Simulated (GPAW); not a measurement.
# Screening of a field by C/Pt(110), part 2 of 2

Wanted: the out-of-plane polarisability of C/Pt(110).

GPAW 26.7.0; GPAW, PAW setups; slab in vacuum, relaxation (the session's first sound run).

So far. Step 8 (Field on): The dipole is now 0.0398 e Å, against -0.014 in the run without a field.

## Step 9: Field on

Input file run.py:

```python
import json
import numpy as np
from ase import Atoms
from gpaw import GPAW, PW
from gpaw.external import ConstantElectricField

slab = Atoms(
    ['Pt', 'Pt', 'Pt', 'Pt', 'Pt', 'C'],
    positions=[
        [0.00000, 0.00000, 9.00000],
        [1.96000, 1.38593, 10.38593],
        [0.00000, 0.00000, 11.84122],
        [1.96000, 1.38593, 13.31567],
        [0.00000, 0.00000, 15.12512],
        [1.96000, 1.38593, 15.20862]],
    cell=[[3.92, 0.0, 0.0], [0.0, 2.77186, 0.0], [0.0, 0.0, 24.04372]],
    pbc=[True, True, False])

slab.calc = GPAW(mode=PW(500), xc='PBE', kpts={'size': (8, 11, 1), 'gamma': True},
                 occupations={'name': 'fermi-dirac', 'width': 0.1}, nbands='160%',
                 convergence={'density': 1e-05}, maxiter=200,
                 poissonsolver={'dipolelayer': 'xy'},
                 external=ConstantElectricField(0.2, [0, 0, 1]),
                 symmetry={'tolerance': 1e-3}, txt='slab.txt')
result = {}
energy = slab.get_potential_energy()
fermi = slab.calc.get_fermi_level()
v = slab.calc.get_electrostatic_potential().mean((0, 1)) - fermi
n = slab.calc.get_pseudo_density().mean((0, 1))
L = slab.cell[2, 2]
z = np.arange(len(v)) * L / len(v)
low, high = slab.positions[:, 2].min(), slab.positions[:, 2].max()
below, above = np.interp([low - 6.8, high + 6.8], z, v)
slopes = [np.interp(x, z, np.gradient(v, z)) for x in (low - 6.8, high + 6.8)]
eps = np.array([[slab.calc.get_eigenvalues(k, s) for k in range(len(slab.calc.get_ibz_k_points()))]
                for s in range(slab.calc.get_number_of_spins())]) - fermi
top, bottom = eps[eps < 0].max(), eps[eps > 0].min()
dipole = slab.get_dipole_moment()[2]
print(f'energy {energy:.4f} eV, Fermi level {fermi:.4f} eV, dipole {dipole:.5f} e A')
print(f'potential 6.8 A off the faces, from the Fermi level: lower {below:.4f} eV, upper {above:.4f} eV')
print(f'slope of the potential there: lower {slopes[0]:.5f}, upper {slopes[1]:.5f} eV/A')
print(f'nearest levels on the mesh: {top:.4f} and {bottom:.4f} eV')
print('magnetic moment', round(slab.get_magnetic_moment(), 3))
result.update(energy=energy, fermi=fermi, dipole=dipole, below=below, above=above, slopes=slopes, edges=[top, bottom],
              z=z.tolist(), v=v.tolist(), n=n.tolist(), positions=slab.positions.tolist(),
              forces=slab.get_forces(apply_constraint=False).tolist(), moments=slab.get_magnetic_moments().tolist())
json.dump(result, open('result.json', 'w'))
```

The run is started by

```
OMP_NUM_THREADS=1 OPENBLAS_NUM_THREADS=1 python run.py
```

What it wrote:

```text
energy -36.6853 eV, Fermi level 0.0106 eV, dipole 0.09364 e A
potential 6.8 A off the faces, from the Fermi level: lower 6.2368 eV, upper 4.6777 eV
slope of the potential there: lower -0.00003, upper -0.00004 eV/A
nearest levels on the mesh: -0.0012 and 0.0154 eV
magnetic moment 0.0
```

It took 11 min on 1 thread of Intel Xeon Platinum 8559C (Emerald Rapids), shared host; peak memory 0.67 GiB.

The electrostatic potential energy of an electron (without an applied field's), less the Fermi level, planar mean oscillates, so the rows of the table below give means over windows of 1.44 Å about each position, cut where the curve ends. Its maxima inside the range that stand out by 2 % of the span (Å: eV): 0.5: 6.24, 9.7: -7.25, 11.2: -6.80, 12.6: -7.08, 14.2: -3.32. Its minima: 9.0: -14.3, 10.4: -15.3, 11.8: -15.7, 13.3: -15.6, 15.2: -25.8.

Electrostatic potential energy of an electron (without an applied field's), less the Fermi level, planar mean against z; means over each step:

z (Å), electrostatic potential energy of an electron (without an applied field's), less the Fermi level, planar mean (eV) and a bar from the least value:
```
     0.72        6.1 ##############################
     2.16        6.2 ##############################
     3.60        6.2 ##############################
     5.04        6.2 ##############################
     6.48        6.2 ##############################
     7.92        2.1 ########################
     9.36      -10.6 #######
    10.80      -11.0 ######
    12.24      -11.3 ######
    13.68       -9.6 ########
    15.12      -15.6 
    16.56        2.7 #########################
    18.00        4.7 ############################
    19.44        4.7 ############################
    20.88        4.7 ############################
    22.32        4.7 ############################
    23.76        4.8 ############################
```

The dipole is now 0.0936 e Å, against -0.014 in the run without a field.

## Step 10: In a field

run.py: that of step 9 with these lines changed.

```diff
@@ -22,3 +22,3 @@
                  poissonsolver={'dipolelayer': 'xy'},
-                 external=ConstantElectricField(0.2, [0, 0, 1]),
+                 external=ConstantElectricField(0.3, [0, 0, 1]),
                  symmetry={'tolerance': 1e-3}, txt='slab.txt')
```

What it wrote:

```text
energy -36.6973 eV, Fermi level 0.0054 eV, dipole 0.14745 e A
potential 6.8 A off the faces, from the Fermi level: lower 6.6925 eV, upper 4.2373 eV
slope of the potential there: lower -0.00004, upper -0.00004 eV/A
nearest levels on the mesh: -0.0052 and 0.0003 eV
magnetic moment 0.0
```

Elapsed: 8.9 min, on 1 thread; peak memory 0.66 GiB.

The dipole is now 0.147 e Å, against -0.014 in the run without a field.

## Step 11: The series

The members are put on one axis.

This step: induced dipole against applied field (GPAW 26.7.0).

Dipole along the normal against field:

```
field (V/Å)  dipole along the normal (e·Å)
     -0.200                         -0.121
     -0.100                        -0.0676
     -0.050                        -0.0408
      0.000                        -0.0140
      0.050                         0.0129
      0.100                         0.0398
      0.200                         0.0936
      0.300                          0.147
```

## Step 12: Outcome

| Item | Value |
| --- | --- |
| work function, upper and lower face | 5.564 and 5.331 eV |
| dipole along the normal | -0.0140 e Å |
| induced dipole per field | 0.538 e Å per V/Å |
| out-of-plane polarisability per area, α/(ε0 A) | 8.95 Å |

In words: The field induces 0.538 e Å per V/Å, a polarisable thickness α/(ε0 A) of 8.95 Å beside 6.21 Å between the outermost nuclei. A perfect conductor would give the distance between its two image planes; a dielectric of thickness t gives t(1 - 1/ε). The two faces differ by 0.23 eV, the step that the slab's dipole makes (e p/(ε0 A) gives 0.23 eV), so the dipole layer is needed. The induced dipole is linear in the field over this range. The cell of 10.9 Å² holds one C, started on one chosen site; other sites and coverages weren't tried. The in-plane lattice was kept as typed, which isn't the functional's own and leaves some strain; spin-orbit coupling and temperature are left out.

[Logs are printed without paths, hosts, clocks, repeated set-up lines and the standing remarks that a program may print on its own settings, such as how far it seeks lower states.]

[Hosts, paths, dates, database ids (printed as entryN), source tags and the programs' standing remarks are cut or masked in the printed files.]
